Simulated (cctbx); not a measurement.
# Symmetry from intensities

Cell: a = 5.1980 Å, b = 5.1980 Å, c = 3.2580 Å, α = 90.00°, β = 90.00°, γ = 120.00°. Expected content of the cell: Pd3 Sc1 N2.

The data are simulated with cctbx, not measured: Cu Kα, λ = 1.54184 Å, to d = 0.83 Å, 95 % of the full sphere, strongest reflection 70000 counts, noise from counting, a 1.5 % proportional error and a noise floor of 2 counts (s.d.); no absorption, some extinction.

Tests on the unmerged data give:

```text
522 reflections to d = 0.833 A
centring   violations  <I/sigma> of those
    A        257 of   257     43.2
    B        258 of   258     43.0
    C        265 of   265     40.9
    I        258 of   258     43.0
    R        348 of   348     46.3
    F        390 of   390     42.3
Laue class    unique    Rint  (classes that these axes allow; Friedel mates merged)
P -1              278   0.011
P 1 1 2/m         168   0.012
P -3               95   0.012
P -3 1 m           60   0.013
P -3 m 1           65   0.013
P 6/m              58   0.013
P 6/m m m          44   0.013
space group    extra absences  I>4sigma  <I/sigma>
P 6 2 2                 0          0         -  acentric
P 6 m m                 0          0         -  acentric
P -6 m 2                0          0         -  acentric
P -6 2 m                0          0         -  acentric
P 6/m m m               0          0         -  centric
Wilson B = 0.65 A^2   <|E^2-1|> = 0.658 (0.968 centric, 0.736 acentric)   E^2>4: 0.0 %
shell (A)         n   <I/sigma>
 4.50 - 1.20     18    136.7
 1.20 - 0.95     14    154.2
 0.95 - 0.83     12    152.6
```

**Question.** What are the lattice type, the Laue class and the likely space group?

Every centring test has many violations, so the lattice is primitive.

Rint stays low (0.011 to 0.013) up to P 6/m m m, the highest class in these axes.

5 settings pass the absence test. No glide or screw absences show, which leaves P 6 2 2, P 6 m m, P -6 m 2, P -6 2 m and P 6/m m m.

⟨|E²−1|⟩ = 0.658 leans to a non-centrosymmetric structure, or to twinning, which lowers it. Here that hint misleads: the statistic assumes many like atoms on general positions, and few, heavy or special-position atoms break it. The Wilson B of 0.65 Å² means U ≈ 0.0082 Å².

The true group is P6/mmm (no. 191), Laue class 6/mmm, centrosymmetric. The tables only narrow the choice to the tied entries; cell content, site symmetry and trial solutions must settle it.

The model was made for the exercise: a known structure type with other elements put in, its volume estimated, not relaxed; displacement parameters are assumed.

[Logs are printed without paths, hosts, clocks, repeated set-up lines and the standing remarks that a program may print on its own settings, such as how far it seeks lower states.]
